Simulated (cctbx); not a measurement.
# Accept or mend?

Cell a = 6.7120 Å, b = 8.9360 Å, c = 9.8870 Å, α = 90.00°, β = 100.02°, γ = 90.00°; space group C2 (no. 5).

The data are simulated with cctbx, not measured: Mo Kα, λ = 0.71073 Å, to d = 0.77 Å, 95 % of the full sphere, strongest reflection 5000 counts, noise from counting, a 3 % proportional error and a noise floor of 8 counts (s.d.); no absorption.

An anisotropic refinement with weights 1/σ² prints:

```text
Rint 0.036, 1344 unique reflections to 0.77 A
cycle     R1     wR2    GooF  max shift (A)
   1  0.0410  0.0881   1.525   0.01510
  12  0.0381  0.0813   1.408   0.00054
final R1 0.0381 wR2 0.0813 GooF 1.408  parameters 91  data/parameter 14.8
atom        x        y        z      Ueq    occ   su(xyz)  su(Uiso or U11)
Bi1    0.50806  0.19561  0.25502   0.0033  1.000  0.00008  0.0002
Ge1    0.77156  0.00077  0.55333   0.0059  1.000  0.00027  0.0007
Ge2    0.22813  0.00644  0.95293   0.0059  1.000  0.00027  0.0007
Cr1    0.50264  0.81101  0.24424   0.0061  1.000  0.00049  0.0011
O1     0.77388  0.15538  0.64640   0.0056  1.000  0.00184  0.0048  NPD
O2     0.22744  0.83457  0.84907   0.0055  1.000  0.00175  0.0049  NPD
O3     0.40991  0.99702  0.10759  -0.0125  1.000  0.00125  0.0036  NPD
O4     0.50000  0.44654  0.50000   0.0053  1.000  0.00232  0.0063  NPD
O5     0.50000  0.49980  0.00000   0.0162  1.000  0.00295  0.0087
O6     0.75134  0.83776  0.64942   0.0084  1.000  0.00194  0.0056  NPD
O7     0.24897  0.16833  0.85649   0.0056  1.000  0.00191  0.0053  NPD
difference map: max 10.38 min -2.51 rms 0.62
Q1    0.1008  0.5002  0.3996    4   10.80  1.74 A from Ge1
Q2    0.0933  0.8964  0.4014    4    4.67  1.32 A from Ge1
Q3    0.1044  0.0135  0.5293    4    1.96  0.93 A from O4
Q4    0.1738  0.8856  0.9477    4    1.95  1.14 A from Ge2
Q5    0.1801  0.7023  0.8984    4    1.91  1.34 A from O2
Q6    0.0311  0.8922  0.8491    4    1.85  1.42 A from O2
```

Q: Accept it or mend it, and why?

Mend it. The fault: an atom left out, O at (0.5994, 0.0043, 0.3992). Against the right model at the same level, R1 goes from 0.0247 to 0.0381 and GooF from 0.93 to 1.41, U of O3 shrinks from 0.0052 to -0.0125 Å² and the top difference peak, 10.8 e/Å³, lies 1.74 Å from Ge1. Q1 is the missing atom. With scattering power missing, scale and phases suffer, so peaks may also grow on the heavy atoms.

The compound is CrGe2BiO7. The right model at the same level gives:

```text
Rint 0.036, 1344 unique reflections to 0.77 A
cycle     R1     wR2    GooF  max shift (A)
   1  0.0261  0.0565   0.982   0.00602
   8  0.0247  0.0536   0.932   0.00062
final R1 0.0247 wR2 0.0536 GooF 0.932  parameters 100  data/parameter 13.4
atom        x        y        z      Ueq    occ   su(xyz)  su(Uiso or U11)
Bi1    0.50821  0.19560  0.25509   0.0033  1.000  0.00006  0.0001
Ge1    0.77100  0.00105  0.55358   0.0055  1.000  0.00018  0.0005
Ge2    0.22766  0.00664  0.95329   0.0061  1.000  0.00018  0.0005
Cr1    0.50371  0.81128  0.24442   0.0060  1.000  0.00032  0.0007
O1     0.77636  0.15584  0.64643   0.0067  1.000  0.00120  0.0031
O2     0.22687  0.83424  0.84962   0.0099  1.000  0.00125  0.0035  NPD
O3     0.59889  0.00050  0.39929   0.0051  1.000  0.00120  0.0035  NPD
O4     0.41187  0.99565  0.11097   0.0052  1.000  0.00111  0.0031  NPD
O5     0.50000  0.44113  0.50000   0.0018  1.000  0.00133  0.0047  NPD
O6     0.50000  0.49897  0.00000   0.0049  1.000  0.00154  0.0052  NPD
O7     0.75113  0.83741  0.65021   0.0041  1.000  0.00125  0.0037  NPD
O8     0.24746  0.16708  0.85610   0.0046  1.000  0.00119  0.0032  NPD
Flack x: -0.008(13)
Hooft y: -0.001(9)  Bijvoet pairs: 626
difference map: max 1.62 min -1.32 rms 0.38
Q1    0.1036  0.1965  0.9327    4    1.73  1.35 A from O8
Q2    0.0000  0.2082  0.0000    2    1.51  1.87 A from O6
Q3    0.1928  0.4929  0.3595    4    1.49  0.80 A from O3
Q4    0.0325  0.4952  0.3018    4    1.48  0.99 A from O3
Q5    0.0498  0.0798  0.5436    4    1.40  1.34 A from O5
Q6    0.0978  0.6271  0.9048    4    1.38  1.18 A from O4
```

This is a model crystal, built by substitution and not relaxed, with assumed displacement parameters.

[Middle refinement cycles are left out of these outputs.]

[Logs are printed without paths, hosts, clocks, repeated set-up lines and the standing remarks that a program may print on its own settings, such as how far it seeks lower states.]
